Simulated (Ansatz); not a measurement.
# How many bands does the GW gap of SrWO4 (I4_1/a) need?

Aim: see how the G0W0 gap of SrWO4 (I4_1/a) on LDA moves with empty bands and screening cutoff, and what each rung costs.

Main program and level: Ansatz 0.2.0; G0W0 on LDA, plane waves, PAW.

This is a report of a sequence of runs, with most program output left out.

### Step 1. The structure

It takes space group I4_1/a (No. 88, tetragonal). Conventional cell: a = 5.440 Å, b = 5.440 Å, c = 11.940 Å, α = 90.00°, β = 90.00°, γ = 90.00°. Nearest to Sr lie 8 O at 2.58 to 2.62 Å. W has 4 O at 1.80 Å nearest. O has 1 W at 1.80 Å and 2 Sr at 2.58 to 2.62 Å nearest. Farther neighbours and most contacts between anions are not listed.

The cell and positions are those that the Materials Project relaxed with its own functionals (PBE, PBE+U or r2SCAN), kept fixed. Spin-orbit coupling is left out unless a step names it. The default PAW set here is soft_2. Its files were made with PBE.

### Step 2. 159 empty bands, screening to 54 eV

Now the one-shot GW correction: screening in the RPA, then the self-energy of the levels asked for.

Input file input.yaml:

```yaml
crystal:
  lattice:
    - [-2.7201121709, 2.7201121709, 5.9699255756]
    - [2.7201121709, -2.7201121709, 5.9699255756]
    - [2.7201121709, 2.7201121709, -5.9699255756]
  atoms:
    - { symbol: Sr, position: [0.75, 0.25, 0.5] }
    - { symbol: Sr, position: [0.0, 0.0, 0.0] }
    - { symbol: W, position: [0.25, 0.75, 0.5] }
    - { symbol: W, position: [0.5, 0.5, 0.0] }
    - { symbol: O, position: [0.44084291, 0.81857378, 0.09339807] }
    - { symbol: O, position: [0.56857378, 0.97517571, 0.87773087] }
    - { symbol: O, position: [0.09744484, 0.69084291, 0.12226913] }
    - { symbol: O, position: [0.72517571, 0.34744484, 0.90660193] }
    - { symbol: O, position: [0.02482429, 0.90255516, 0.59339807] }
    - { symbol: O, position: [0.65255516, 0.55915709, 0.37773087] }
    - { symbol: O, position: [0.18142622, 0.27482429, 0.62226913] }
    - { symbol: O, position: [0.30915709, 0.43142622, 0.40660193] }
kpoints:
  mp_grid: { grid: [4, 4, 4] }
hamiltonian:
  xc: lda
scf:
  occupations: { method: fixed }
gw:
  n_empty_bands: 159
  ecut_chi: 54
  qp_bands: [v4, c4]
  qp_kpoints: band_edges
  screening: { model: contour_deformation }
```

The run is started by

```console
$ ansatz run input.yaml --threads 3 --pin off --max-ram 92160MiB --backend cuda --events-out ev --progress --plain --runs-dir out --devices 1 --max-vram 13GiB  # rebuilt from the run's record
```

Run time: 14 s. Hardware: 1 × NVIDIA H100 80GB HBM3 (shared by 6 runs) with 3 threads of AMD EPYC 7R13 (Zen 3), shared host; peak memory 1.3 GiB; 24 s of CPU time.

This step gave:

- bands summed: 207
- RPA ε∞ on this mesh (eigenvalues): 3.486, 3.486, 3.539
- plane waves in the screening matrix: 155
- q-points in the mesh: 64
- G0W0 gap on the mesh: 6.710 eV
- k of the valence top: 0, 0, 0
- k of the conduction bottom: 0, 0, 0
- starting gap on the mesh: 4.335 eV
- Z at the valence top: 0.7622
- Z at the conduction bottom: 0.8082
- least direct G0W0 gap on the computed points: 6.710 eV

The gap on the mesh goes from 4.34 eV to 6.71 eV, a correction of +2.37 eV. Between the two edge states, bare exchange in place of the xc potential would open the gap by 10.78 eV, and correlation takes back 8.41 eV.

### Step 3. 450 empty bands, screening to 108 eV

Bands and screening cutoff are moved together, since each hides the error of the other.

Edit input.yaml of step 2 so:

```diff
@@ -25,4 +25,4 @@
 gw:
-  n_empty_bands: 159
-  ecut_chi: 54
+  n_empty_bands: 450
+  ecut_chi: 108
   qp_bands: [v4, c4]
```

Run time: 38 s. Hardware: 1 × NVIDIA H100 80GB HBM3 (shared by 6 runs) with 3 threads; peak memory 1.9 GiB.

Numbers from this step:

```yaml
bands_summed: 498
rpa_eps_infinity_on_this_mesh_eigenvalues: 3.461, 3.461, 3.520
plane_waves_in_the_screening_matrix: 439
q_points_in_the_mesh: 64
g0w0_gap_on_the_mesh: 6.575 eV
k_of_the_valence_top: 0, 0, 0
k_of_the_conduction_bottom: 0, 0, 0
starting_gap_on_the_mesh: 4.335 eV
z_at_the_valence_top: 0.7532
z_at_the_conduction_bottom: 0.8011
least_direct_g0w0_gap_on_the_computed_points: 6.575 eV
```

Against the run with 4×4×4 mesh, 159 empty bands, screening to 54 eV, the gap moves by −0.14 eV.

### Step 4. 968 empty bands, screening to 180 eV

Edit input.yaml of step 3 so:

```diff
@@ -25,4 +25,4 @@
 gw:
-  n_empty_bands: 450
-  ecut_chi: 108
+  n_empty_bands: 968
+  ecut_chi: 180.0
   qp_bands: [v4, c4]
```

It took 2.7 min on 1 × NVIDIA H100 80GB HBM3 (shared by 6 runs) with 3 threads; peak memory 3.4 GiB.

Numbers from this step:

* bands summed: 1016
* RPA ε∞ on this mesh (eigenvalues): 3.451, 3.451, 3.508
* plane waves in the screening matrix: 989
* G0W0 gap on the mesh: 6.594 eV
* k of the valence top: 0, 0, 0
* k of the conduction bottom: 0, 0, 0
* starting gap on the mesh: 4.335 eV
* least direct G0W0 gap on the computed points: 6.594 eV

Against the run with 4×4×4 mesh, 450 empty bands, screening to 108 eV, the gap moves by +0.019 eV.

### Step 5. Changing the frequency model: 4×4×4 mesh, 968 empty bands, screening to 180 eV, plasmon pole

A plasmon pole stands in for the full frequency dependence of the screening; this run shows what that costs in accuracy.

Edit input.yaml of step 4 so:

```diff
@@ -29,2 +29,2 @@
   qp_kpoints: band_edges
-  screening: { model: contour_deformation }
+  screening: { model: godby_needs }
```

It took 5.2 min on 1 × NVIDIA H100 80GB HBM3 (shared by 6 runs) with 3 threads; peak memory 12 GiB.

Numbers from this step:

```yaml
bands_summed: 1016
plasmon_pole_fit_frequency: 27.37 eV
rpa_eps_infinity_on_this_mesh_eigenvalues: 3.451, 3.451, 3.508
plane_waves_in_the_screening_matrix: 989
g0w0_gap_on_the_mesh: 6.640 eV
k_of_the_valence_top: 0, 0, 0
k_of_the_conduction_bottom: 0, 0, 0
starting_gap_on_the_mesh: 4.335 eV
least_direct_g0w0_gap_on_the_computed_points: 6.640 eV
```

Against the run with 4×4×4 mesh, 968 empty bands, screening to 180 eV, the gap moves by +0.05 eV.

### Step 6. Changing the files and raising the bands: 4×4×4 mesh, 1436 empty bands, screening to 234 eV, hard PAW files

Other atomic data (hard PAW) test the pseudisation: the cutoff goes from 420 to 930 eV and the valence electrons from 96 to 124, which opens shells that were frozen. Bands and screening cutoff change too, so the step is no clean test of the files.

Edit input.yaml of step 5 so:

```diff
@@ -22,2 +22,3 @@
   xc: lda
+  pseudopotentials: { kind: paw, source: ansatz }
 scf:
@@ -25,6 +26,6 @@
 gw:
-  n_empty_bands: 968
-  ecut_chi: 180.0
+  n_empty_bands: 1436
+  ecut_chi: 234.0
   qp_bands: [v4, c4]
   qp_kpoints: band_edges
-  screening: { model: godby_needs }
+  screening: { model: contour_deformation }
```

The job ended after 6.6 min (1 × NVIDIA H100 80GB HBM3 (shared by 6 runs) with 3 threads; peak memory 8.6 GiB; 12 min of CPU time).

Numbers from this step:

```
bands summed                                 : 1498
RPA ε∞ on this mesh (eigenvalues)            : 3.450, 3.450, 3.507
plane waves in the screening matrix          : 1419
G0W0 gap on the mesh                         : 6.627 eV
k of the valence top                         : 0, 0, 0
k of the conduction bottom                   : 0, 0, 0
starting gap on the mesh                     : 4.343 eV
least direct G0W0 gap on the computed points : 6.627 eV
```

Against the run with 4×4×4 mesh, 968 empty bands, screening to 180 eV, the gap moves by +0.03 eV.

### Step 7. Convergence and cost

Times are wall times on 1 × NVIDIA H100 80GB HBM3 (shared by 6 runs) with 3 threads of AMD EPYC 7R13 (Zen 3), shared host, good to a factor of about two.

```tsv
mesh	files	frequency	bands summed	cutoff (eV)	start (eV)	G0W0 (eV)	time	host memory (GiB)
4×4×4	default PAW	contour deformation	207	54	4.335	6.710	14 s	1.3
4×4×4	default PAW	contour deformation	498	108	4.335	6.575	38 s	1.9
4×4×4	default PAW	contour deformation	1016	180	4.335	6.594	2.7 min	3.4
4×4×4	default PAW	plasmon pole	1016	180	4.335	6.640	5.2 min	12
4×4×4	hard PAW	contour deformation	1498	234	4.343	6.627	6.6 min	8.6
```

How the two edges are built up, in eV (the quasiparticle level is the starting level plus Σx plus Σc less Vxc):

```tsv
run	edge	start	Σx	Σc	Vxc	Z	QP
207 bands	valence top	6.17	-25.75	4.59	-20.84	0.76	5.84
207 bands	conduction bottom	10.50	-14.95	-3.82	-20.82	0.81	12.55
498 bands	valence top	6.17	-25.75	4.34	-20.84	0.75	5.60
498 bands	conduction bottom	10.50	-14.95	-4.20	-20.82	0.80	12.17
1016 bands	valence top	6.17	-25.75	4.10	-20.84	0.75	5.35
1016 bands	conduction bottom	10.50	-14.95	-4.43	-20.82	0.80	11.95
```

### Step 8. What came out

```
207 bands, 54 eV   : 6.710 eV
498 bands, 108 eV  : 6.575 eV
1016 bands, 180 eV : 6.594 eV
mesh and start     : 4×4×4, LDA
```

**Reading.** From 207 to 1016 bands the gap moves by −0.12 eV while the time grows 11-fold. Σc changes by −0.49 eV at the valence top and −0.61 eV at the conduction bottom, so the levels themselves move more than the gap between them. The gap turns back along the series, so no limit is drawn from it. The plasmon-pole model gives +0.05 eV against contour deformation, 2 % of the correction, and saved no time in this program. With hard PAW files and 1498 bands the gap is 6.63 eV. The many-body steps are scalar-relativistic: spin-orbit coupling is not in them.

[Paths, hosts, dates, memory and timing lines, banners, echoed tables and standing remarks are left out of the program output.]

[Logs are printed without paths, hosts, clocks, repeated set-up lines and the standing remarks that a program may print on its own settings, such as how far it seeks lower states.]

[Runs of the session that timed out or met a known fault of the program may be left out.]

[Cells called generated may have been cut or substituted from an entry of the Crystallography Open Database or the Materials Project.]

[Hosts, paths, dates, database ids (printed as entryN), source tags and the programs' standing remarks are cut or masked in the printed files.]
